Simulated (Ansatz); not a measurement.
# Work function of Y(0001): what the settings cost and change

Aim: the work function of Y(0001) across levels of theory at one geometry.

Main program and level: Ansatz 0.2.0; plane-wave DFT, PBE, Ansatz PAW, in the first sound run; inputs show where later runs differ.

This is a report of a sequence of runs, with most program output left out.

### 1. The structure

The cell holds 7 atoms: 7 Y. Its edges and angles: a = 3.650 Å, b = 3.650 Å, c = 35.202 Å, α = 90.0°, β = 90.0°, γ = 60.0°. Vacuum lies along c.

As a file:

```xyz
7
Lattice="3.6500 0.0000 0.0000 1.8250 3.1610 0.0000 0.0000 0.0000 35.2024" Properties=species:S:1:pos:R:3
Y     0.0000    0.0000    9.0000
Y     3.6500    2.1073   11.8671
Y     0.0000    0.0000   14.7341
Y     3.6500    2.1073   17.6012
Y     0.0000    0.0000   20.4683
Y     3.6500    2.1073   23.3354
Y     0.0000    0.0000   26.2024
```

### 2. Slab, setting PBE, Ansatz PAW (420 eV)

A work function rests on the faint tail of the density, so the SCF threshold is tight. PBE on the default files comes first; the next runs keep the geometry and change functional or files, each at the cutoff that its files recommend; a relaxation and, for heavy metals, spin-orbit coupling close the ladder.

input.yaml reads:

```yaml
crystal:
  lattice:
    - [3.65, 0.0, 0.0]
    - [1.825, 3.1609927238, 0.0]
    - [0.0, 0.0, 35.20245]
  atoms:
    - { symbol: "Y", position: [0.0, 0.0, 0.2556640234] }
    - { symbol: "Y", position: [0.6666666667, 0.6666666667, 0.3371093489] }
    - { symbol: "Y", position: [0.0, 0.0, 0.4185546745] }
    - { symbol: "Y", position: [0.6666666667, 0.6666666667, 0.5] }
    - { symbol: "Y", position: [0.0, 0.0, 0.5814453255] }
    - { symbol: "Y", position: [0.6666666667, 0.6666666667, 0.6628906511] }
    - { symbol: "Y", position: [0.0, 0.0, 0.7443359766] }
kpoints:
  mp_grid: { grid: [13, 13, 1] }
hamiltonian:
  xc: pbe
scf:
  occupations: { method: fermi_dirac, width: 0.1 }
  convergence: { dr2_threshold: 1.0e-09 }
efield:
  axis: 3
  dipole_correction: true
  ramp_position: 0.97
  ramp_width: 0.06
output:
  write_potential: true
  write_density: true
  volumetric_format: npy
  elf: true
```

Started as:

```sh
ansatz run input.yaml --threads 2 --pin off --max-ram 3072MiB --backend cpu --events-out ev --progress --plain --runs-dir out
```

Run time: 87 s. Hardware: 2 threads of Arm Neoverse N1, shared host; peak memory 0.86 GiB; 2.2 min of CPU time.

This step gave:

* energy at zero smearing: -26939.2225 eV
* work function, upper face: 3.370 eV

Running mean over 2.867 Å of the planar mean; the ramp of the sawtooth is left out. Electron's electrostatic potential energy less the Fermi level against z:

```
z (Å)  electron's electrostatic potential energy less the Fermi level (eV)
    4                                                                 3.36
    5                                                                 3.32
    6                                                                 3.02
    7                                                                 1.14
    8                                                                -4.08
    9                                                                -5.84
   10                                                                -5.58
   11                                                                -5.44
   12                                                                -5.47
   13                                                                -5.52
   14                                                                -5.55
   15                                                                -5.54
   16                                                                -5.54
   17                                                                -5.53
   18                                                                -5.53
   19                                                                -5.53
   20                                                                -5.54
   21                                                                -5.55
   22                                                                -5.53
   23                                                                -5.48
   24                                                                -5.44
   25                                                                -5.53
   26                                                                -5.82
   27                                                                -4.87
   28                                                                0.224
   29                                                                 2.86
   30                                                                 3.30
   31                                                                 3.36
```

ELF in the ca plane at fractional y = 0.000, with atoms of Y within 0.2 Å of it. It is the smooth field of the valence electrons, not physical close to the nuclei.

Ten even steps from '0' (0.00) to '9' (0.85), each cell a mean:
```
97236777774169889723677787316988971000000000
84134433444137998313443345313899830011000000
31232111123212453123211112321355311121100000
12431122112431111243112211343211123432100000
35531133212553223553123321355432345542100000
23431133212442212443113311354322234442100000
11232111113311221133111112332222112222100000
62133222233125886213322224312688620111000000
96235655664159999513665666315999951000000000
98236888874179769723788887317966971000000000
```
Columns run along c (16.0 Å, from fractional 0.43 to 0.89 of the cell), rows up along a (3.6 Å). Atoms in or near the plane, at fractional coordinates: Y at (0.58, 0.00), Y at (0.74, 0.00).

Valence density in the ca plane at fractional y = 0.000, with atoms of Y within 0.2 Å of it. It is the smooth field of the valence electrons, not physical close to the nuclei.

Ten even steps from '0' (0.0 e/Å³) to '9' (3.6 e/Å³), each cell a mean:
```
72000000000016997200000000002799610000000000
31000000000003563100000000001355300000000000
10000000000000110000000000000011000000000000
00000000000000000000000000000000000000000000
00000001000000000000000000000000000000000000
00000000000000000000000000000000000000000000
00000000000000000000000000000000000000000000
20000000000001331000000000000133100000000000
62000000000014885100000000001588510000000000
83000000000027998200000000002899720000000000
```
Columns run along c (16.0 Å, from fractional 0.43 to 0.89 of the cell), rows up along a (3.6 Å). Atoms in or near the plane, at fractional coordinates: Y at (0.58, 0.00), Y at (0.74, 0.00).

Electrostatic potential energy in the ca plane at fractional y = 0.000, with atoms of Y within 0.2 Å of it. With pseudopotentials it is smooth inside the atoms' cores, unlike the true potential.

Ten even steps from '0' (-51 eV) to '9' (7 eV), each cell a mean:
```
04899999999861001589999999985100168999999999
37899999999974214789999999987412478999999999
78999988999987667899998899998766789999999999
99999888899999889999988889999988999999999999
99999877889999999999987789999999999999999999
99999877889999999999987789999999999999999999
89999888899998888999988889999888899999999999
57999999999986446899999999998644689999999999
15899999999862002689999999986200268999999999
04899999999851000589999999984000058999999999
```
Columns run along c (16.0 Å, from fractional 0.43 to 0.89 of the cell; values clipped at the 3rd and 97th percentile), rows up along a (3.6 Å). Atoms in or near the plane, at fractional coordinates: Y at (0.58, 0.00), Y at (0.74, 0.00).

The work function is 3.370 eV.

### 3. Run

This step: plane-wave DFT, LDA, Ansatz PAW (Ansatz 0.2.0).

input.yaml, as its differences from that of step 2:

```diff
@@ -16,3 +16,3 @@
 hamiltonian:
-  xc: pbe
+  xc: lda
 scf:
@@ -29,2 +29 @@
   volumetric_format: npy
-  elf: true
```

Elapsed: 78 s, on 2 threads; peak memory 0.84 GiB; 2.2 min of CPU time.

The work function is 3.530 eV, +0.160 eV from the run “PBE, Ansatz PAW (420 eV)”, at 0.97 times its CPU time.

### 4. Run

This step: plane-wave DFT, PBEsol, Ansatz PAW (Ansatz 0.2.0).

input.yaml, as its differences from that of step 3:

```diff
@@ -16,3 +16,3 @@
 hamiltonian:
-  xc: lda
+  xc: pbesol
 scf:
```

Elapsed: 2.3 min, on 2 threads; peak memory 0.86 GiB.

The work function is 3.422 eV, +0.052 eV from the run “PBE, Ansatz PAW (420 eV)”, at 0.99 times its CPU time.

### 5. Slab

This step: plane-wave DFT, RPBE, Ansatz PAW (Ansatz 0.2.0).

input.yaml, as its differences from that of step 4:

```diff
@@ -16,3 +16,3 @@
 hamiltonian:
-  xc: pbesol
+  xc: rpbe
 scf:
```

Run time: 99 s. Hardware: 2 threads; peak memory 0.86 GiB; 2.1 min of CPU time.

The work function is 3.270 eV, -0.100 eV from the run “PBE, Ansatz PAW (420 eV)”, at 0.96 times its CPU time.

### 6. Run

This step: plane-wave DFT, r2SCAN, Ansatz PAW (Ansatz 0.2.0).

input.yaml, as its differences from that of step 5:

```diff
@@ -16,3 +16,3 @@
 hamiltonian:
-  xc: rpbe
+  xc: r2scan
 scf:
```

Elapsed: 2.3 min, on 2 threads; peak memory 1.5 GiB.

The work function is 3.427 eV, +0.057 eV from the run “PBE, Ansatz PAW (420 eV)”, at 1.7 times its CPU time.

### 7. Run

This step: plane-wave DFT, PBE, JTH PAW (Ansatz 0.2.0).

input.yaml, as its differences from that of step 6:

```diff
@@ -16,3 +16,4 @@
 hamiltonian:
-  xc: r2scan
+  xc: pbe
+  pseudopotentials: { kind: paw, source: jth }
 scf:
```

Run time: 4.9 min. Hardware: 2 threads; peak memory 2.1 GiB; 7.1 min of CPU time.

The work function is 3.374 eV, +0.004 eV from the run “PBE, Ansatz PAW (420 eV)”, at 3.2 times its CPU time.

### 8. Run

This step: plane-wave DFT, PBE, norm-conserving (Ansatz 0.2.0).

input.yaml, as its differences from that of step 7:

```diff
@@ -17,3 +17,3 @@
   xc: pbe
-  pseudopotentials: { kind: paw, source: jth }
+  pseudopotentials: { kind: nc }
 scf:
```

It took 7.3 min on 2 threads; peak memory 2.1 GiB; 8.9 min of CPU time.

The work function is 3.370 eV, +0.000 eV from the run “PBE, Ansatz PAW (420 eV)”, at 4.0 times its CPU time.

### 9. Slab

This step: plane-wave DFT, LDA, norm-conserving (Ansatz 0.2.0).

input.yaml, as its differences from that of step 8:

```diff
@@ -16,3 +16,3 @@
 hamiltonian:
-  xc: pbe
+  xc: lda
   pseudopotentials: { kind: nc }
```

Wall time 5.4 min (2 threads); peak memory 2.1 GiB; 8 min of CPU time.

The work function is 3.530 eV, +0.160 eV from the run “PBE, Ansatz PAW (420 eV)”, at 3.6 times its CPU time.

### 10. Slab, setting PBE, all layers relaxed

This step: plane-wave DFT, PBE, Ansatz PAW (Ansatz 0.2.0).

input.yaml, as its differences from that of step 9:

```diff
@@ -16,4 +16,3 @@
 hamiltonian:
-  xc: lda
-  pseudopotentials: { kind: nc }
+  xc: pbe
 scf:
@@ -26,2 +25,5 @@
   ramp_width: 0.06
+relax:
+  f_tol: 0.01
+  max_steps: 40
 output:
```

Run time: 2.3 min. Hardware: 2 threads; peak memory 0.78 GiB.

The relaxation took 2 steps and lowered the energy by 0.018 eV; the largest force on the free atoms ends at 0.0026 eV/Å.

The work function is 3.354 eV, -0.016 eV from the run “PBE, Ansatz PAW (420 eV)”, at 1.5 times its CPU time.

### 11. Run

This step: plane-wave DFT, PBE, fully relativistic PAW with spin-orbit coupling (Ansatz 0.2.0).

input.yaml, as its differences from that of step 10:

```diff
@@ -17,2 +17,3 @@
   xc: pbe
+  pseudopotentials: { kind: paw_fr }
 scf:
@@ -25,5 +26,5 @@
   ramp_width: 0.06
-relax:
-  f_tol: 0.01
-  max_steps: 40
+magnetization:
+  noncollinear: true
+  spin_orbit: true
 output:
```

It took 9.9 min on 2 threads; peak memory 2.7 GiB; 17 min of CPU time.

The work function is 3.371 eV, +0.001 eV from the run “PBE, Ansatz PAW (420 eV)”, at 7.9 times its CPU time.

### 12. Comparing the runs

Times are for 2 threads of Arm Neoverse N1, shared host. The runs compared:

```
no.                                setting  work function, upper face (eV)     time  memory (GiB)
  1               PBE, Ansatz PAW (420 eV)                           3.370     87 s          0.86
  2               LDA, Ansatz PAW (420 eV)                           3.530     78 s          0.84
  3            PBEsol, Ansatz PAW (420 eV)                           3.422  2.3 min          0.86
  4              RPBE, Ansatz PAW (420 eV)                           3.270     99 s          0.86
  5            r2SCAN, Ansatz PAW (500 eV)                           3.427  2.3 min           1.5
  6                  PBE, JTH PAW (900 eV)                           3.374  4.9 min           2.1
  7          PBE, norm-conserving (980 eV)                           3.370  7.3 min           2.1
  8          LDA, norm-conserving (980 eV)                           3.530  5.4 min           2.1
  9                PBE, all layers relaxed                           3.354  2.3 min          0.78
 10  PBE with spin-orbit coupling (420 eV)                           3.371  9.9 min           2.7
```

### 13. Varying the input

This step: plane-wave DFT, PBE, Ansatz PAW (Ansatz 0.2.0).

An input spoilt on purpose, to show how the run answers: it repeats the earlier run “PBE, Ansatz PAW (420 eV)” with scf.mixing to algorithm: broyden, beta: 1.5, ndim: 1, preconditioner: none, and scf.max_iter set to 80; its output block differs too.

input.yaml, as its differences from that of step 11:

```diff
@@ -17,3 +17,2 @@
   xc: pbe
-  pseudopotentials: { kind: paw_fr }
 scf:
@@ -21,2 +20,4 @@
   convergence: { dr2_threshold: 1.0e-09 }
+  mixing: { algorithm: broyden, beta: 1.5, ndim: 1, preconditioner: none }
+  max_iter: 80
 efield:
@@ -26,5 +27,2 @@
   ramp_width: 0.06
-magnetization:
-  noncollinear: true
-  spin_orbit: true
 output:
```

Wall time 0.07 s (2 threads); peak memory 0.031 GiB.

The program refused the input before any cycle.

The program's message: “Error: invalid value for `scf.mixing.beta`: must be finite and in (0, 1]; got 1.5”

The fault put into the input: mixing far too strong.

### 14. Outcome

```json
{
 "work function, PBE, Ansatz PAW (420 eV)": "3.370 eV",
 "work function, LDA, Ansatz PAW (420 eV)": "3.530 eV",
 "work function, RPBE, Ansatz PAW (420 eV)": "3.270 eV",
 "work function, r2SCAN, Ansatz PAW (500 eV)": "3.427 eV",
 "work function, LDA, norm-conserving (980 eV)": "3.530 eV",
 "work function, PBE, all layers relaxed": "3.354 eV",
 "work function, PBE with spin-orbit coupling (420 eV)": "3.371 eV"
}
```

What this shows: PBE on the default files gives 3.37 eV, and the settings tried spread the value from 3.27 to 3.53 eV. At one geometry LDA lies 0.16 eV above PBE. The choice of pseudopotentials moves the PBE value by 0.004 eV. Relaxing the layers changes it by -0.016 eV. Spin-orbit coupling, on the fully relativistic files, changes it by +0.00 eV. The ladder's slabs use the tabulated experimental lattice constant (two decimals; a low-temperature value for the alkali metals).

[Logs are printed without paths, hosts, clocks, repeated set-up lines and the standing remarks that a program may print on its own settings, such as how far it seeks lower states.]

[Hosts, paths, dates, database ids (printed as entryN), source tags and the programs' standing remarks are cut or masked in the printed files.]

[Maps of the electrostatic potential energy from Ansatz leave out the sawtooth potential of an applied field or a dipole correction, so their vacuum need not be flat; planar profiles and work functions include it.]
